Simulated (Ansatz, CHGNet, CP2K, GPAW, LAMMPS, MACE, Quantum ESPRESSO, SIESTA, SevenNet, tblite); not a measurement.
# Liquid Al48Cu52 (at. %) at 1200 K (61 atoms) in other programs, against a plane-wave reference

Wanted: errors and costs of other methods on liquid Al48Cu52 (at. %) at 1200 K (61 atoms). A plane-wave run serves as the reference.

Method: Kohn-Sham DFT, PBE, SSSP efficiency 1.3.0 pseudopotentials, plane waves, in Quantum ESPRESSO 7.5.

In doubt: a PseudoDojo file used here is known to give poor structures and forces (SIESTA), which bears on pressures, cells, forces and phonons.

**1. Set-up**

The cell holds 61 atoms: 29 Al and 32 Cu. Its edges and angles: a = 9.888 Å, b = 9.888 Å, c = 9.888 Å, α = 90.0°, β = 90.0°, γ = 90.0°. 61 atoms (29 Al, 32 Cu) placed at random at 4.85 g/cm³, melted at 1800 K for 10 ps at fixed volume with the EAM Al-Cu potential (Cai and Ye, Phys. Rev. B 54, 8398 (1996)). Snapshot at the end of a hold of 10 ps at 1200 K and zero pressure.

**2. The reference run**

The input, pw.in:

```
&control
  calculation = 'scf'
  pseudo_dir = './pseudo'
  outdir = './tmp'
  disk_io = 'none'
  tprnfor = .true.
  tstress = .true.
/
&system
  ibrav = 0
  nat = 61
  ntyp = 2
  ecutwfc = 60
  ecutrho = 480
  nosym = .true.
  occupations = 'smearing'
  smearing = 'fd'
  degauss = 0.003675
/
&electrons
  conv_thr = 3.0e-07
  electron_maxstep = 100
  mixing_beta = 0.2
  mixing_mode = 'local-TF'
  diagonalization = 'david'
/
ATOMIC_SPECIES
Al 26.982 Al.upf
Cu 63.546 Cu.upf
CELL_PARAMETERS angstrom
9.88823 0.00000 0.00000
0.00000 9.88823 0.00000
0.00000 0.00000 9.88823
ATOMIC_POSITIONS crystal
Al 0.32497 0.89123 0.48824
Al 0.09827 0.88673 0.37050
Al 0.29542 0.72106 0.94084
Al 0.29704 0.19238 0.04728
Al 0.61602 0.95270 0.54098
Al 0.98222 0.49318 0.90966
Al 0.90281 0.78752 0.77442
Al 0.52570 0.33224 0.96452
Al 0.66231 0.43495 0.59071
Al 0.05396 0.12420 0.46909
Al 0.89378 0.04468 0.89871
Al 0.78386 0.16667 0.59254
[... 45 atom lines left out ...]
Cu 0.53451 0.21607 0.70394
Cu 0.62407 0.07393 0.91440
Cu 0.53603 0.68157 0.05527
Cu 0.24947 0.31302 0.29179
K_POINTS gamma
```

Launch:

```sh
OMP_NUM_THREADS=1 mpirun -np 4 pw.x -in pw.in > output.txt
```

What it wrote:

```text
Program PWSCF
     gamma-point specific algorithms are used
     one sub-group per band group will be used
     scalapack distributed-memory algorithm (size of sub-group:  2*  2 procs)
     Parallelization info
     sticks:   dense  smooth     PW     G-vecs:    dense   smooth      PW
     Min        3334    1665    415               289710   102324   12804
     Max        3336    1668    420               289716   102326   12806
     Sum       13341    6665   1669              1158855   409301   51219
     bravais-lattice index     =            0
     lattice parameter (alat)  =      18.6860  a.u.
     unit-cell volume          =    6524.5758 (a.u.)^3
     number of atoms/cell      =           61
     number of atomic types    =            2
     number of electrons       =       439.00
[... lines left out ...]
     scf convergence threshold =      3.0E-07
[... lines left out ...]
     number of k points=     1  Fermi-Dirac smearing, width (Ry)=  0.0037
[... lines left out ...]
     total energy              =   -7963.76602087 Ry
[... lines left out ...]
     total energy              =   -7963.53893038 Ry
[... lines left out ...]
     total energy              =   -7963.62673954 Ry
[... lines left out ...]
     total energy              =   -7963.64528839 Ry
[... lines left out ...]
     total energy              =   -7963.64528831 Ry
[... lines left out ...]
     1.1404   1.2221   1.3990   1.4928   1.6309   1.8189   1.8218   1.9316
     1.9960   2.1352   2.1832   2.5338   2.7056   2.9025   2.9521   3.0682
[...]
11.4599  11.6376  11.6877  11.8038  11.8084  12.0528  12.1666  12.2357
    12.3020  12.4111  12.4569  12.5351  12.5734  12.6640  12.6696  12.7359
     the Fermi energy is     8.2899 ev
!    total energy              =   -7963.64528830 Ry
     total all-electron energy =   -120001.938469 Ry
     estimated scf accuracy    <       0.00000014 Ry
     smearing contrib. (-TS)   =      -0.01550713 Ry
     internal energy E=F+TS    =   -7963.62978117 Ry
     The total energy is F=E-TS. E is the sum of the following terms:
     one-electron contribution =   -2051.79933894 Ry
     hartree contribution      =    1546.14936556 Ry
     xc contribution           =   -1500.40208608 Ry
     ewald contribution        =   -2076.81040128 Ry
     one-center paw contrib.   =   -3880.76732044 Ry
     convergence has been achieved in  14 iterations
     Forces acting on atoms (cartesian axes, Ry/au):
     atom    1 type  1   force =     0.02214185    0.02123796    0.00809081
     atom    2 type  1   force =    -0.03534961    0.00016849    0.00392054
     atom    3 type  1   force =     0.00791554    0.02697646    0.00570779
[...]
atom   60 type  2   force =     0.01327432   -0.01336069   -0.01052691
     atom   61 type  2   force =     0.04586886   -0.02789659   -0.00079210
     Total force =     0.389450     Total SCF correction =     0.001316
     Computing stress (Cartesian axis) and pressure
          total   stress  (Ry/bohr**3)                   (kbar)     P=      -34.13
  -0.00034825  -0.00004798  -0.00001688          -51.23       -7.06       -2.48
  -0.00004798  -0.00014103   0.00004460           -7.06      -20.75        6.56
  -0.00001688   0.00004460  -0.00020673           -2.48        6.56      -30.41
     Message from routine punch:
     Nothing written, as per user request (disk_io='none')
```

Elapsed: 2.9 min, on 4 MPI ranks of Arm Neoverse V2, shared host; peak memory 3.4 GiB.

Banners, paths, timers and routine set-up lines are dropped from the logs unmarked, and long logs keep their key lines alone; longer cuts are marked.

Numbers from this run:

- r.m.s. force component: 0.7402 eV/Å
- longest force: 3.207 eV/Å
- pressure: -3.413 GPa

**3. What was run beside it**

The programs:
- CHGNet: machine-learned potential, published weights.
- CP2K 2026.2: Gaussian basis with GTH pseudopotentials and a plane-wave density; labels give functional, basis (MOLOPT sets; SR short-range, UZH the newer set with its own potentials), grid cutoff/relative cutoff and solver (OT: orbital transformation; TRS4, TC2, SIGN: linear-scaling purification with its sparsity filter), or its built-in tight binding.
- GPAW 26.7.0: PAW with atomic orbitals (LCAO), plane waves or a real-space grid of spacing h.
- MACE: machine-learned potential, published weights.
- SIESTA 5.4.2: numerical atomic orbitals, whose automatically made sets are far from complete, with PseudoDojo norm-conserving potentials that we converted to its format (checked against plane waves on the same files for H, C, O, Si, Ge and Ca alone); labels give functional, basis size, energy shift and mesh cutoff.
- SevenNet: machine-learned potential, published weights.
- tblite 0.8.0: extended tight binding, driven from Python.

All use the same cell and atoms; the electronic-structure runs use the same k-mesh, and an electronic temperature of 580 K (0.05 eV) where levels are smeared.

Differences are against the plane-wave reference, forces as r.m.s. over components; share is that over the reference's r.m.s. force, slope the least-squares factor from reference forces to these. Total energies of different programs have different zeros and aren't compared.

| run | Δ force, r.m.s. (meV/Å) | share (%) | slope | Δ pressure (GPa) | cores | CPU time | memory (GiB) |
| --- | --- | --- | --- | --- | --- | --- | --- |
| reference | - | - | - | - | 4 | 12 min | 3.4 |
| CHGNet 0.3.0 potential | 191 | 25.8 | 1.031 | -1.89 | 1 | 3.3 s | 0.93 |
| CP2K PBE+D3, DZVP-UZH, 800/50 Ry, diagonalisation | 38.9 | 5.25 | 0.995 | -2.95 | 4 | 15 min | 7.0 |
| CP2K PBE, DZVP-UZH, 280/50 Ry, diagonalisation (coarse) | 911 | 123 | 1.078 | 2.36 | 4 | 13 min | 3.5 |
| CP2K PBE, DZVP-UZH, 800/50 Ry, diagonalisation | 24.5 | 3.31 | 1.010 | 0.335 | 4 | 15 min | 7.0 |
| CP2K PBE, SZV-MOLOPT-SR, 800/50 Ry, diagonalisation (coarse) | 180 | 24.4 | 1.161 | 6.81 | 2 | 4.5 min | 4.0 |
| GPAW LDA, LCAO dzp, h 0.2 Å | 97.6 | 13.2 | 0.927 | - | 1 | 4.1 min | 1.3 |
| GPAW PBE, LCAO dzp, h 0.2 Å | 45.1 | 6.09 | 1.038 | - | 1 | 4.6 min | 1.3 |
| GPAW PBE, LCAO dzp, h 0.2 Å, other mixer settings | 45.3 | 6.12 | 1.037 | - | 1 | 5.9 min | 1.2 |
| GPAW PBE, LCAO sz(dzp), h 0.2 Å (coarse) | 215 | 29.0 | 1.067 | - | 1 | 63 s | 0.97 |
| GPAW PBE, plane waves 550 eV | 13.6 | 1.83 | 1.009 | 0.628 | 2 | 7.5 min | 1.4 |
| MACE MPA-0 medium potential | 146 | 19.7 | 1.003 | -0.275 | 1 | 6.8 s | 0.85 |
| SIESTA PBE, DZ, shift 0.01 Ry, mesh 500 Ry (coarse) | 260 | 35.1 | 1.161 | 1.75 | 2 | 5.8 min | 1.7 |
| SIESTA PBE, DZP, shift 0.01 Ry, mesh 500 Ry | 74.6 | 10.1 | 1.061 | -1.26 | 2 | 16 min | 2.7 |
| SIESTA PBE, DZP, shift 0.01 Ry, mesh 700 Ry | 74.6 | 10.1 | 1.061 | -1.26 | 4 | 22 min | 4.0 |
| SIESTA PBE, SZP, shift 0.01 Ry, mesh 500 Ry (coarse) | 171 | 23.1 | 1.116 | 0.178 | 2 | 12 min | 2.4 |
| SIESTA PBE, TZP, shift 0.01 Ry, mesh 500 Ry | 63.2 | 8.53 | 1.055 | -1.39 | 4 | 22 min | 3.6 |
| SevenNet 0 potential | 187 | 25.3 | 1.055 | -2.42 | 1 | 6.7 s | 0.75 |
| tblite GFN1-xTB | 585 | 79.1 | 0.900 | 19.3 | 1 | 6.1 s | 0.13 |

Rows marked coarse were listed beforehand as settings not expected to be converged; some can still land near the reference.

Times of the machine-learned potentials are mostly Python's start and the loading of weights.

CPU time is summed over cores on a shared host, where runs went side by side, so it is rough. Symmetry, cutoffs, thresholds, outputs and thread counts weren't matched or tuned between programs; memory under MPI is the largest rank's times the ranks.

Runs without a result: CP2K GFN1-xTB, diagonalisation (not converged, the SCF not settling); tblite GFN2-xTB (not converged).

Mean charges by element (e), by run and scheme:

| run | scheme | Al | Cu |
| --- | --- | --- | --- |
| CP2K PBE+D3, DZVP-UZH, 800/50 Ry, diagonalisation | Mulliken | +0.29 | -0.27 |
| CP2K PBE, DZVP-UZH, 800/50 Ry, diagonalisation | Mulliken | +0.29 | -0.27 |
| SIESTA PBE, DZP, shift 0.01 Ry, mesh 500 Ry | Hirshfeld | -0.31 | +0.28 |
| SIESTA PBE, DZP, shift 0.01 Ry, mesh 700 Ry | Hirshfeld | -0.31 | +0.28 |
| SIESTA PBE, TZP, shift 0.01 Ry, mesh 500 Ry | Hirshfeld | -0.30 | +0.27 |
| tblite GFN1-xTB | Mulliken | +0.44 | -0.39 |

Within one program, basis, potentials and functional, energies share a zero. Each run against its twin at the usual cutoff or grid and solver:

| run | twin | Δ energy (meV/atom) | Δ force, r.m.s. (meV/Å) | CPU time over the twin's |
| --- | --- | --- | --- | --- |
| CP2K PBE, DZVP-UZH, 280/50 Ry, diagonalisation | DZVP-UZH, 800/50 Ry, diagonalisation | -35.1 | 911 | 0.85 |
| GPAW PBE, LCAO dzp, h 0.2 Å, other mixer settings | LCAO dzp, h 0.2 Å | -1.0e-4 | 3.71 | 1.3 |
| SIESTA PBE, DZP, shift 0.01 Ry, mesh 700 Ry | DZP, shift 0.01 Ry, mesh 500 Ry | 0.0747 | 0.722 | 1.4 (this twin ran on 2 cores) |

**4. Summary of results**

```yaml
reference_r_m_s_force_component: 0.740 eV/Å
nearest_in_forces: GPAW PBE, plane waves 550 eV, 1.8 %
farthest_in_forces: CP2K PBE, DZVP-UZH, 280/50 Ry, diagonalisation (coarse), 123 %
cheapest_electronic_structure_run_beside_the_reference: tblite GFN1-xTB, 6.1 s of CPU time
```

PBE on plane waves or a grid with other potentials, cutoffs or grids, coarse settings apart, differs from the reference by 1.8 % (GPAW PBE, plane waves 550 eV) of the r.m.s. force; this holds the reference's own error, so differences of a few per cent don't tell which side is nearer the exact PBE result. The PBE runs in local orbitals, coarse settings apart, differ by 3.3 % (CP2K PBE, DZVP-UZH, 800/50 Ry, diagonalisation) to 10 % (SIESTA PBE, DZP, shift 0.01 Ry, mesh 500 Ry); basis, grid and potentials can all enter. Tight binding differs by 79 % (tblite GFN1-xTB); it is another model, with fitted parameters of its own, and the xTB methods hold dispersion. Machine-learned potentials differ by 20 % (MACE MPA-0 medium potential) to 26 % (CHGNet 0.3.0 potential); they were trained on other programs' data. Rows with another functional or a dispersion term differ by 5.2 % (CP2K PBE+D3, DZVP-UZH, 800/50 Ry, diagonalisation) to 13 % (GPAW LDA, LCAO dzp, h 0.2 Å), which mixes the change of model with differences of basis and potentials. Runs with settings chosen to be coarse differ by 23 % (SIESTA PBE, SZP, shift 0.01 Ry, mesh 500 Ry) to 123 % (CP2K PBE, DZVP-UZH, 280/50 Ry, diagonalisation), their programs' other errors included. Of the electronic-structure runs that take under half the reference's CPU time, GPAW PBE, LCAO dzp, h 0.2 Å comes nearest, at 6.1 % in 4.6 min against 12 min. CP2K PBE, SZV-MOLOPT-SR, 800/50 Ry, diagonalisation stiffens the forces by a factor of 1.16 while following their directions (correlation 0.988). In pressure, CP2K PBE, SZV-MOLOPT-SR, 800/50 Ry, diagonalisation misses by +6.8 GPa, at the same functional. Charges hang on model, scheme and program or settings: among these rows the mean for Al runs from -0.31 to +0.44 e, even in sign. In the reference: levels near the Fermi energy are neither full nor empty under the smearing, so no gap is quoted. Periodic xTB results under one method name differ between programs and library versions. The potentials hold different valence shells: 439 electrons in the reference, 695 in SIESTA; this bears on time and differences. The reference's pressure holds the uncorrected Pulay stress of its 60 Ry basis, so small pressure differences, and their order, may be the reference's own error. A potential file of the SIESTA runs is in doubt, which bears on their forces and pressure. The frame stands for 1200 K, but pressures are static and levels are smeared at 580 K, under the temperature of the frame, which matters where levels are partly filled. The electron count is odd in these runs, and they have no spin polarisation, so the unpaired electron is spread evenly over both spins. Machine-learned potentials mimic data converged in k, so the reference's own k-point error enters their differences. The network of bonds at the start is that of the classical potential that made the cell, and needn't be the one that DFT or experiment would give. The reference's stress is far from hydrostatic: its diagonal is -5.1, -2.1, -3.0 GPa, compression counted positive. The electronic-structure runs sample only Γ, in a cell whose shortest periodic width is 10 Å, which is coarse for a cell with partly filled levels.

[Also dropped from logs without a mark: logging warnings of Python, and SIESTA's first energy breakdown and zero terms.]

[Logs are printed without paths, hosts, clocks, repeated set-up lines and the standing remarks that a program may print on its own settings, such as how far it seeks lower states.]

[Hosts, paths, dates, database ids (printed as entryN), source tags and the programs' standing remarks are cut or masked in the printed files.]
